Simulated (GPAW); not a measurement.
**A GW chain in GPAW: CaGaSnH (P3m1)**

Aim: the G0W0 gap of CaGaSnH (P3m1) on LDA, step by step.

Program: GPAW 26.7.0. Level of theory: LDA and many-body steps on it, plane waves. Values are calculated unless marked as measured.

The raw output is cut from this account; settings, times and results stay.

## Step 1: Starting point

Symmetry: P3m1, No. 156, trigonal system. Conventional cell: a = 4.385 Å, b = 4.385 Å, c = 4.968 Å, α = 90.00°, β = 90.00°, γ = 120.00°. Ca has 3 H at 2.54 Å nearest. Nearest to Ga lie 1 H at 1.73 Å and 3 Sn at 2.67 Å. Sn has 3 Ga at 2.67 Å nearest. H has 1 Ga at 1.73 Å and 3 Ca at 2.54 Å nearest. Farther neighbours, and contacts between anions beyond the nearest, are not listed.

The cell and positions come from the Crystallography Open Database and are kept as given unless a step says otherwise.

## Step 2: Ground state

This step: GPAW 26.7.0; DFT, LDA, plane waves, PAW.

The ground-state density comes first.

The input, run.py:

```python
import json
import numpy as np
from gpaw.mpi import world
from ase import Atoms
from gpaw import GPAW, PW, FermiDirac

atoms = Atoms(['Ca', 'Ga', 'Sn', 'H'],
    cell=[[4.3852000000, 0.0000000000, 0.0000000000],
      [-2.1926000000, 3.7976946007, 0.0000000000],
      [0.0000000000, 0.0000000000, 4.9679000000]],
    scaled_positions=[[0.3333333333, 0.6666666667, 0.0000000000],
      [0.0000000000, 0.0000000000, 0.6164000000],
      [0.6666666667, 0.3333333333, 0.4465000000],
      [0.0000000000, 0.0000000000, 0.9640000000]],
    pbc=(True, True, True))
calc = GPAW(mode=PW(600),
    xc='LDA',
    kpts={'size': (6, 6, 6), 'gamma': True},
    occupations=FermiDirac(0.001),
    nbands=-8,
    convergence={'density': 1e-6, 'bands': -3},
    maxiter=100,
    txt='gs.txt')
atoms.calc = calc
res = {'energy': atoms.get_potential_energy()}
kpts = calc.get_ibz_k_points()
res['kpts'] = kpts
res['eigenvalues'] = [calc.get_eigenvalues(kpt=k) for k in range(len(kpts))]
res['n_electrons'] = calc.get_number_of_electrons()
calc.write('gs.gpw')

if world.rank == 0:
    with open('result.json', 'w') as f:
        json.dump(res, f, default=lambda x: x.tolist())
```

Command:

```console
$ mpirun -n 4 gpaw python run.py
```

Elapsed: 12 s, on 4 MPI ranks of Arm Neoverse V1, shared host; peak memory 0.74 GiB.

Numbers from this step:

```
total energy               : -15.83 eV
gap                        : 0.1830 eV
k of the valence top       : 0, 0, 0.5
k of the conduction bottom : 0.3333, 0.3333, 0
least direct gap           : 0.6255 eV
```

The gap is indirect, with the least direct gap 0.44 eV higher.

## Step 3: Empty states on the mesh, 3×3×2 mesh, 288 bands

The sums over transitions need many empty states on a uniform mesh; this step solves for them.

The input, run.py:

```python
import json
import numpy as np
from gpaw.mpi import world
from gpaw import GPAW

calc = GPAW('gs.gpw').fixed_density(kpts={'size': (3, 3, 2), 'gamma': True},
    parallel={'domain': 1, 'band': 1},
    txt='nscf.txt')
calc.diagonalize_full_hamiltonian(nbands=288)
calc.write('full.gpw', mode='all')
res = {}
kpts = calc.get_ibz_k_points()
res['kpts'] = kpts
res['eigenvalues'] = [calc.get_eigenvalues(kpt=k) for k in range(len(kpts))]
res['n_electrons'] = calc.get_number_of_electrons()

if world.rank == 0:
    with open('result.json', 'w') as f:
        json.dump(res, f, default=lambda x: x.tolist())
```

Command:

```console
$ mpirun -n 4 gpaw python run.py
```

Run time: 43 s. Hardware: 4 MPI ranks; peak memory 2.6 GiB.

Read from the output:

```yaml
gap: 0.1830 eV
k_of_the_valence_top: 0, 0, 0.5
k_of_the_conduction_bottom: 0.3333, 0.3333, 0
least_direct_gap: 0.6255 eV
k_points_computed: 6
lowest_point_of_the_top_converged_band_above_the_valence_top: 116.6249 eV
```

On this mesh the gap is 0.183 eV.

## Step 4: Screening and self-energy, 3×3×2 mesh, 129 bands, screening to 78 eV

Now the one-shot GW correction: screening in the RPA, then the self-energy of the levels asked for.

This step: G0W0 on LDA, plane waves, PAW.

The input, run.py:

```python
import json
import numpy as np
from gpaw.mpi import world
from gpaw.response.g0w0 import G0W0

gw = G0W0('full.gpw',
    filename='gw',
    kpts=[0, 1, 4],
    bands=(12, 16),
    ecut=78,
    nbands=129,
    integrate_gamma='WS',
    ppa=True)
gw.calculate()
res = {mode: {k: v for k, v in r.items() if k != 'sigma_eskwn'}
       for mode, r in gw.all_results.items()}

if world.rank == 0:
    with open('result.json', 'w') as f:
        json.dump(res, f, default=lambda x: x.tolist())
```

Command:

```console
$ mpirun -n 4 gpaw python run.py
```

Elapsed: 20 s, on 4 MPI ranks; peak memory 1.4 GiB; 82 s of CPU time.

Numbers from this step:

```
G0W0 gap on the mesh                         : 0.6768 eV
least direct G0W0 gap on the computed points : 1.532 eV
Z at the valence top                         : 0.7867
Z at the conduction bottom                   : 0.7832
starting gap on the mesh                     : 0.1830 eV
k of the valence top                         : 0, 0, 0.5
k of the conduction bottom                   : 0.3333, 0.3333, 0
```

The gap on the mesh goes from 0.18 eV to 0.68 eV, a correction of +0.49 eV.

Limits: finite bands, cutoff and mesh; no spin-orbit coupling; coarse k mesh. v1 is the top filled band, c1 the lowest empty one. The levels before and after the correction (eV, zero at the valence-band top of each column):

```
           conduction bottom  valence top
Kohn-Sham               0.18         0.00
     G0W0               0.68         0.00
```

```
                        level  energy (eV)
Kohn-Sham     (0 0 0.5) v2-v1        0.000
Kohn-Sham        (0 0 0.5) c1        0.626
Kohn-Sham        (0 0 0.5) c2        0.996
Kohn-Sham  (0.333 0.333 0) v2       -2.985
Kohn-Sham  (0.333 0.333 0) v1       -1.004
Kohn-Sham  (0.333 0.333 0) c1        0.183
Kohn-Sham  (0.333 0.333 0) c2        1.953
     G0W0     (0 0 0.5) v2-v1        0.000
     G0W0        (0 0 0.5) c1        1.532
     G0W0        (0 0 0.5) c2        1.817
     G0W0  (0.333 0.333 0) v2       -3.245
     G0W0  (0.333 0.333 0) v1       -0.906
     G0W0  (0.333 0.333 0) c1        0.677
     G0W0  (0.333 0.333 0) c2        2.757
```

## Step 5: Where the time went

Times are wall times on 4 MPI ranks of Arm Neoverse V1, shared host, good to a factor of about two.

```
                     step  time  share  memory (GiB)
             ground state  12 s   16 %          0.74
 empty states on the mesh  43 s   57 %           2.6
screening and self-energy  20 s   27 %           1.4
```

## Step 6: Results

```json
{
 "LDA gap": "0.18 eV, indirect",
 "G0W0 gap on the mesh": "0.68 eV",
 "GW settings": "3×3×2 mesh, 129 bands, screening to 78 eV, Godby-Needs plasmon pole",
 "known limits": "short of the basis limit; no spin-orbit coupling; coarse k mesh"
}
```

**Reading.** G0W0 moves the gap on the mesh from 0.18 eV to 0.68 eV (+0.49 eV), with Z of 0.79 and 0.78 at the edges. The dearest step here is «empty states on the mesh». Bands and cutoff are finite, so the gap stands short of the basis limit, usually by up to a few tenths of an eV; the mesh is an error of its own. The 3×3×2 mesh is coarse for this cell, which bears on the long-range parts of exchange and screening. The many-body steps are scalar-relativistic: spin-orbit coupling is not in them.

[Long decimals in the printed logs are rounded to 6 places.]

[Logs are printed without paths, hosts, clocks, repeated set-up lines and the standing remarks that a program may print on its own settings, such as how far it seeks lower states.]

[Paths, hosts, dates, memory and timing lines, banners, echoed tables and standing remarks are left out of the program output; an Ansatz launch command may be rebuilt from the run's recorded settings. Measured values are a selection of at most five: reports struck by readers or far from the other reports are left out. None is set beside runs whose start may be inverted or whose files or cutoffs have a known fault.]

[Runs of the session that timed out or met a known fault of the program may be left out.]

[Hosts, paths, dates, database ids (printed as entryN), source tags and the programs' standing remarks are cut or masked in the printed files.]

[Where the starting crystal was built by hand or by swapping elements, it need not be the compound's stable phase.]
